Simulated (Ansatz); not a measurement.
## A failed many-body run on BaWO4 (I4_1/a)

What is wrong with this input for BaWO4 (I4_1/a)?

Main program and level: Ansatz 0.2.0; G0W0 on r2SCAN, plane waves, PAW.

**1. Set-up**

The structure is tetragonal, space group I4_1/a (No. 88). The conventional cell has a = 5.667 Å, b = 5.667 Å, c = 12.739 Å, α = 90.00°, β = 90.00°, γ = 90.00°. Nearest to Ba lie 8 O at 2.76 to 2.80 Å. Nearest to W lie 4 O at 1.79 Å. Nearest to O lie 1 W at 1.79 Å and 2 Ba at 2.76 to 2.80 Å. Farther neighbours and most contacts between anions are not listed.

The cell and positions are those that the Materials Project relaxed with its own functionals (PBE, PBE+U or r2SCAN), kept fixed. Spin-orbit coupling is left out unless a step names it. The default PAW set here is soft_2. Its files were made with PBE.

**2. First try**

input.yaml

```yaml
crystal:
  lattice:
    - [-2.833365905, 2.833365905, 6.36926687]
    - [2.833365905, -2.833365905, 6.36926687]
    - [2.833365905, 2.833365905, -6.36926687]
  atoms:
    - { symbol: Ba, position: [0.25, 0.75, 0.5] }
    - { symbol: Ba, position: [0.5, 0.5, 0.0] }
    - { symbol: W, position: [0.75, 0.25, 0.5] }
    - { symbol: W, position: [0.0, 0.0, 0.0] }
    - { symbol: O, position: [0.15214477, 0.04689186, 0.35623995] }
    - { symbol: O, position: [0.69065191, 0.79590482, 0.64376005] }
    - { symbol: O, position: [0.05934809, 0.45409518, 0.85623995] }
    - { symbol: O, position: [0.54590482, 0.40214477, 0.60525291] }
    - { symbol: O, position: [0.20409518, 0.84785523, 0.89474709] }
    - { symbol: O, position: [0.95310814, 0.30934809, 0.10525291] }
    - { symbol: O, position: [0.79689186, 0.94065191, 0.39474709] }
    - { symbol: O, position: [0.59785523, 0.20310814, 0.14376005] }
kpoints:
  mp_grid: { grid: [4, 4, 4] }
hamiltonian:
  xc: r2scan
scf:
  occupations: { method: fixed }
gw:
  n_empty_bands: 4
  ecut_chi: 40
  qp_bands: [v4, c4]
  qp_kpoints: band_edges
  screening: { model: contour_deformation }
```

On the command line:

```console
> ansatz run input.yaml --threads 3 --pin off --max-ram 92160MiB --backend cuda --events-out ev --progress --plain --runs-dir out --devices 1 --max-vram 13GiB
```

Numbers of over 12 decimals in the logs are rounded to 6 here.

Log:

```text
GPUs: using 1 of 1 available (devices: 1).
Engine: ansatz 0.2.0, x86_64-unknown-linux-gnu
Pseudopotentials: kind: paw
Pseudopotential: Ba, paw, valence charge 10, recommended cutoff 500 eV (meta_gga), Ba.paw.azcp
Pseudopotential: W, paw, valence charge 14, recommended cutoff 500 eV (meta_gga), W.paw.azcp
Pseudopotential: O, paw, valence charge 6, recommended cutoff 500 eV (meta_gga), O.paw.azcp
Functional definition: r2SCAN
  parameter k0 = 0.174
  parameter k1 = 0.065
  parameter a1 = 4.9479
  exchange = r2scan_x(k0 = k0, k1 = k1, a1 = a1)
  correlation = r2scan_c
device memory: the entry about to start is reckoned to put 4.1 GiB on a device that reports 53.1 GiB free (of which the cap on the GPU budget leaves the run 13.0 GiB)
GPU FFT provider: cuFFT
GPU libraries: cuBLAS 13.8.2, cuFFT 12.4.0, cuSOLVER 12.3.4
Crystal: 12 atoms, lattice volume = 204.529 Å³
Basis set: ecut = 500 eV, 5199 PW (Γ), exchange–correlation on 240×240×240 points (64 copies of the dense FFT grid, shifted against one another)
Bands: 60, of which v1, the nominal top of the filled ones, is band 48 counted from 1 (47 counted from 0)
Symmetry: 8 space group operations
Space group: I41/a (ITA 88), of the structure as read, at distance tolerance 5.9e-5 Å
k-points: 14 of 64
Non-local potential: Ba, projectors of the file, l = 0: 3, l = 1: 2, l = 2: 2, l = 3: 2
Non-local potential: W, projectors of the file, l = 0: 3, l = 1: 2, l = 2: 2, l = 3: 1
Non-local potential: O, projectors of the file, l = 0: 2, l = 1: 2, l = 2: 1
PAW form: soft (Blöchl's): semilocal exchange-correlation on the pseudo side does not see the compensation charge
PAW frozen core: Ba, regenerated for the run's functional (the file was generated under x = pbe(κ = 0.804, μ = 0.219515), c = pbe(β = 0.066725))
PAW frozen core: W, regenerated for the run's functional (the file was generated under x = pbe(κ = 0.804, μ = 0.219515), c = pbe(β = 0.066725))
PAW frozen core: O, regenerated for the run's functional (the file was generated under x = pbe(κ = 0.804, μ = 0.219515), c = pbe(β = 0.066725))
PAW one-centre angular grid: Ba, 302 points (default); XC on 160 Gauss nodes
PAW one-centre angular grid: W, 590 points (default); XC on 160 Gauss nodes
PAW one-centre angular grid: O, 302 points (default); XC on 160 Gauss nodes
Initial density: superposition of atomic densities (neutral atoms: chi_scale 0, normalization atom), corrected by the library's trained network
Initial wavefunctions: pseudopotential atomic-orbital guess
GPU buffer pool allocated for 216000 grid points (all kernels)
GPU transforms: local potential and band sums: pruned to the plane-wave sphere, on 60×60×60
Functional: x = r2scan, c = r2scan; τ floored in thin density (d = 2e-4 eV/Å³)
SCF iter   1: F=—  HF=-37285.697941 eV  |F-HF|=—  |Δ(HF+E_count)|=         —  Δρ=8.25e-3  dr2=1.84e-1  dr2_τ=7.35e-1  ethr=1.77e-3  ⟨swp⟩=4.9  Hψ=3027  notcnv=0  defer=124
preconditioner: auto → Resta (q_TF=auto, 2.405 Å⁻¹)  ε∞=4.0  [insulator: Δε(μ)=5.311 eV  Ē_g=13.079 eV  n_scr=36 (ndim 8)  ℏωp=22.6 eV  f_vac=0.061  ε∞_Penn≈4.0]
SCF iter   2: F=—  HF=-37285.867487 eV  |F-HF|=—  |Δ(HF+E_count)|=   1.70e-1  Δρ=4.85e-3  dr2=1.90e-2  dr2_τ=1.35e-2  ethr=1.92e-4  ⟨swp⟩=2.5  Hψ=1547  notcnv=0  defer=135
SCF iter   3: F=—  HF=-37285.867010 eV  |F-HF|=—  |Δ(HF+E_count)|=   4.78e-4  Δρ=2.19e-3  dr2=6.78e-3  dr2_τ=6.11e-4  ethr=1.98e-5  ⟨swp⟩=2.0  Hψ=1094  notcnv=0  defer=139
SCF iter   4: F=—  HF=-37285.866379 eV  |F-HF|=—  |Δ(HF+E_count)|=   6.31e-4  Δρ=3.55e-4  dr2=2.13e-4  dr2_τ=2.84e-5  ethr=7.06e-6  ⟨swp⟩=2.5  Hψ=1328  notcnv=0  defer=140
SCF iter   5: F=—  HF=-37285.866441 eV  |F-HF|=—  |Δ(HF+E_count)|=   6.18e-5  Δρ=1.06e-4  dr2=3.33e-5  dr2_τ=1.69e-6  ethr=2.22e-7  ⟨swp⟩=2.0  Hψ=1259  notcnv=0  defer=128
SCF iter   6: F=—  HF=-37285.866444 eV  |F-HF|=—  |Δ(HF+E_count)|=   2.99e-6  Δρ=1.90e-5  dr2=8.51e-7  dr2_τ=1.16e-7  ethr=3.47e-8  ⟨swp⟩=3.0  Hψ=1642  notcnv=0  defer=111
[...]
k-point 0: bands = [... 44 lower, 4.9325, 5.1585, 5.4008, 5.4008, 10.5816, 10.7838, 10.9734, 11.1209, ... 8 higher]
  k-point 1: bands = [... 44 lower, 5.0458, 5.0494, 5.1013, 5.3092, 10.7159, 10.8755, 10.9096, 11.2001, ... 8 higher]
  k-point 2: bands = [... 44 lower, 5.0658, 5.0658, 5.1513, 5.1513, 10.6899, 10.6899, 11.1166, 11.1166, ... 8 higher]
  k-point 13: bands = [... 44 lower, 5.1399, 5.1399, 5.2997, 5.2997, 10.5588, 10.5588, 10.8363, 10.8363, ... 8 higher]
--- G₀W₀: contour deformation, 5 samples at zero and on the imaginary axis and 0 off it, 64 q-points, 4 empty bands' worth ---
  eigenvalues of the whole cell's RPA ε∞ on this k-mesh (on a slab, of 1 + 4πα/V) = 1.4862, 1.5297, 1.5297; static W/v taken at q = 0 is 0.658904
  gw.qp_kpoints: band_edges: 14 of 14 stored k-points solved, in 1 pass; an edge of the gap read off the rows below is read off those points alone
  `?` marks the rows in doubt; gw_qp.tsv's column doubts and the gw_qp event give each row's grounds
    ik  band        ε_KS         Σx   Σc(E_QP)       V_xc       Z   E_QP_lin       E_QP  E_QP is
     0    45      4.9325   -25.1298     2.8272   -20.4370  0.8034     2.9790     3.0668  root
     0    46      5.1585   -25.3120     2.8595   -20.5867  0.8033     3.2061     3.2927  root
     0    47      5.4008   -25.6430     2.8397   -20.9717  0.8043     3.4878     3.5692  root
     0    48      5.4008   -25.6430     2.8397   -20.9717  0.8043     3.4878     3.5692  root
     0    49     10.5816   -14.9012    -1.8168   -20.3659  0.8594    14.4701    14.2294  root ?
     0    50     10.7838   -15.0018    -1.7771   -20.4572  0.8615    14.7107    14.4621  root ?
     0    51     10.9734   -15.7189    -1.7608   -21.2128  0.8563    14.9867    14.7066  root ?
     0    52     11.1209   -16.2398    -1.7773   -21.7803  0.8558    15.1737    14.8841  root ?
     1    45      5.0458   -25.4261     2.8786   -20.6937  0.8024     3.1048     3.1920  root
     1    46      5.0494   -25.1713     2.9045   -20.4115  0.8002     3.1047     3.1941  root
     1    47      5.1013   -25.2392     2.8597   -20.5073  0.8027     3.1410     3.2291  root
     1    48      5.3092   -25.4789     2.8504   -20.7838  0.8030     3.3805     3.4643  root
     1    49     10.7159   -15.2666    -1.7399   -20.6989  0.8597    14.6594    14.4082  root ?
     1    50     10.8755   -15.9401    -1.7533   -21.4306  0.8558    14.8855    14.6127  root ?
     1    51     10.9096   -15.5326    -1.7439   -20.9920  0.8596    14.8862    14.6251  root ?
     1    52     11.2001   -16.5732    -1.7637   -22.1105  0.8541    15.2746    14.9736  root ?
     2    45      5.0658   -25.1860     2.8589   -20.4676  0.8019     3.1189     3.2064  root
     2    46      5.0658   -25.1860     2.8589   -20.4676  0.8019     3.1189     3.2064  root
     2    47      5.1513   -25.3461     2.8581   -20.6264  0.8020     3.2026     3.2897  root
     2    48      5.1513   -25.3461     2.8581   -20.6264  0.8020     3.2026     3.2897  root
     2    49     10.6899   -15.3492    -1.6939   -20.7378  0.8602    14.6305    14.3845  root ?
     2    50     10.6899   -15.3492    -1.6939   -20.7378  0.8602    14.6305    14.3845  root ?
     2    51     11.1166   -16.3722    -1.7658   -21.9004  0.8548    15.1691    14.8790  root ?
     2    52     11.1166   -16.3722    -1.7658   -21.9004  0.8548    15.1691    14.8790  root ?
     3    45      4.9257   -25.1172     2.8553   -20.3900  0.8018     2.9641     3.0539  root
     3    46      5.1159   -25.2536     2.8839   -20.5141  0.8014     3.1725     3.2603  root
[...]
3    49     10.7013   -15.2059    -1.7720   -20.6515  0.8591    14.6236    14.3748  root ?
     3    50     10.8384   -15.2694    -1.7583   -20.7198  0.8601    14.7848    14.5304  root ?
[...]
12    48      5.2795   -25.5004     2.8152   -20.8296  0.8053     3.3409     3.4239  root
[...]
12    52     10.9784   -16.1680    -1.7999   -21.7034  0.8543    14.9948    14.7138  root ?
    13    45      5.1399   -25.3449     2.8394   -20.6454  0.8031     3.1943     3.2798  root
    13    46      5.1399   -25.3449     2.8394   -20.6454  0.8031     3.1943     3.2798  root
    13    47      5.2997   -25.5693     2.8713   -20.8666  0.8028     3.3847     3.4682  root
    13    48      5.2997   -25.5693     2.8713   -20.8666  0.8028     3.3847     3.4682  root
    13    49     10.5588   -14.1498    -1.6775   -19.4473  0.8672    14.3984    14.1787  root ?
    13    50     10.5588   -14.1498    -1.6775   -19.4473  0.8672    14.3984    14.1787  root ?
    13    51     10.8363   -15.3988    -1.7812   -20.8881  0.8594    14.8029    14.5444  root ?
    13    52     10.8363   -15.3988    -1.7812   -20.8881  0.8594    14.8029    14.5444  root ?
[key lines of the parts left out:]
SCF converged after 7 iterations
Free energy (F): -37285.866444 eV
Fermi energy:    5.400793 eV
```

Elapsed: 30 s, on 1 × NVIDIA H100 80GB HBM3 (shared by 6 runs) with 3 threads of AMD EPYC 7R13 (Zen 3), shared host; peak memory 1.7 GiB; 28 s of CPU time.

In the SCF lines HF is the Harris–Foulkes energy and dr2 the Hartree energy of the density residual, in eV; the loop may stop once dr2 is under the threshold and the program's other checks hold. Hψ counts applications of the Hamiltonian.

**What went wrong?**

The run ended normally, though the input holds a fault or crude settings.

The fault: four empty bands in G0W0. The sums over empty states are cut off almost at the gap, so screening and correlation are far from complete.

It printed a gap of 10.61 eV, which is an artefact of the settings.

**3. A better input**

G0W0 replaces the xc potential by the self-energy, built once from these orbitals. Only a window of levels is corrected, while the sums run over the empty bands that the input names.

Changes to input.yaml since step 2:

```diff
@@ -25,4 +25,4 @@
 gw:
-  n_empty_bands: 4
-  ecut_chi: 40
+  n_empty_bands: 478
+  ecut_chi: 102
   qp_bands: [v4, c4]
```

Log:

```text
GPUs: using 1 of 1 available (devices: 1).
[...]
GPU FFT provider: cuFFT
GPU libraries: cuBLAS 13.8.2, cuFFT 12.4.0, cuSOLVER 12.3.4
Crystal: 12 atoms, lattice volume = 204.529 Å³
Basis set: ecut = 500 eV, 5199 PW (Γ), exchange–correlation on 240×240×240 points (64 copies of the dense FFT grid, shifted against one another)
Bands: 60, of which v1, the nominal top of the filled ones, is band 48 counted from 1 (47 counted from 0)
[... 1 set-up line as in the run before ...]
[...]
k-points: 14 of 64
[...]
GPU buffer pool allocated for 216000 grid points (all kernels)
[...]
SCF iter   1: F=—  HF=-37285.697941 eV  |F-HF|=—  |Δ(HF+E_count)|=         —  Δρ=8.25e-3  dr2=1.84e-1  dr2_τ=7.35e-1  ethr=1.77e-3  ⟨swp⟩=4.9  Hψ=3027  notcnv=0  defer=124
[...]
0    45      4.9325   -25.1298     4.1616   -20.4370  0.7680     4.3979     4.4013  root
     0    46      5.1585   -25.3120     4.2365   -20.5867  0.7659     4.6669     4.6697  root
     0    47      5.4008   -25.6430     4.2175   -20.9717  0.7667     4.9446     4.9470  root
     0    48      5.4008   -25.6430     4.2175   -20.9717  0.7667     4.9446     4.9470  root
     0    49     10.5816   -14.9012    -3.9527   -20.3659  0.8131    12.1142    12.0935  root
     0    50     10.7838   -15.0018    -3.9172   -20.4572  0.8135    12.3433    12.3219  root
     0    51     10.9734   -15.7189    -3.8371   -21.2128  0.8041    12.6567    12.6302  root
     0    52     11.1209   -16.2398    -3.8479   -21.7803  0.8040    12.8412    12.8134  root
[...]
13    49     10.5588   -14.1498    -3.8439   -19.4473  0.8178    12.0305    12.0124  root
    13    50     10.5588   -14.1498    -3.8439   -19.4473  0.8178    12.0305    12.0124  root
    13    51     10.8363   -15.3988    -3.9087   -20.8881  0.8101    12.4400    12.4168  root
    13    52     10.8363   -15.3988    -3.9087   -20.8881  0.8101    12.4400    12.4168  root
[key lines of the parts left out:]
SCF converged after 7 iterations
Free energy (F): -37285.866444 eV
Fermi energy:    5.400793 eV
```

Elapsed: 2.1 min, on 1 × NVIDIA H100 80GB HBM3 (shared by 6 runs) with 3 threads; peak memory 2.8 GiB; 3.6 min of CPU time.

This step gave:

| Property | Result |
| --- | --- |
| bands summed | 526 |
| RPA ε∞ on this mesh (eigenvalues) | 3.051, 3.052, 3.052 |
| plane waves in the screening matrix | 471 |
| q-points in the mesh | 64 |
| G0W0 gap on the mesh | 7.065 eV |
| k of the valence top | 0, 0, 0 |
| k of the conduction bottom | -0.5, -0.5, -0.5 |
| starting gap on the mesh | 5.158 eV |
| Z at the valence top | 0.7667 |
| Z at the conduction bottom | 0.8178 |
| least direct G0W0 gap on the computed points | 7.146 eV |

The gap on the mesh goes from 5.16 eV to 7.07 eV, a correction of +1.91 eV. Between the two edge states, bare exchange in place of the xc potential would open the gap by 9.97 eV, and correlation takes back 8.06 eV.

**4. Results**

```yaml
first_try: converged after 30 s
better_run: G0W0 gap on the mesh 7.07 eV (4×4×4 mesh, 478 empty bands, screening to 102 eV)
```

What this shows: The second run differs in: empty bands and screening cutoff (eV). Bands and cutoff are finite, so the gap is not at the basis limit. The miss can reach some tenths of an eV and take either sign; the mesh is an error of its own. The many-body steps are scalar-relativistic: spin-orbit coupling is not in them.

[Paths, hosts, dates, memory and timing lines, banners, echoed tables and standing remarks are left out of the program output.]

[Logs are printed without paths, hosts, clocks, repeated set-up lines and the standing remarks that a program may print on its own settings, such as how far it seeks lower states.]

[Runs of the session that timed out or met a known fault of the program may be left out.]

[Cells called generated may have been cut or substituted from an entry of the Crystallography Open Database or the Materials Project.]

[Hosts, paths, dates, database ids (printed as entryN), source tags and the programs' standing remarks are cut or masked in the printed files.]
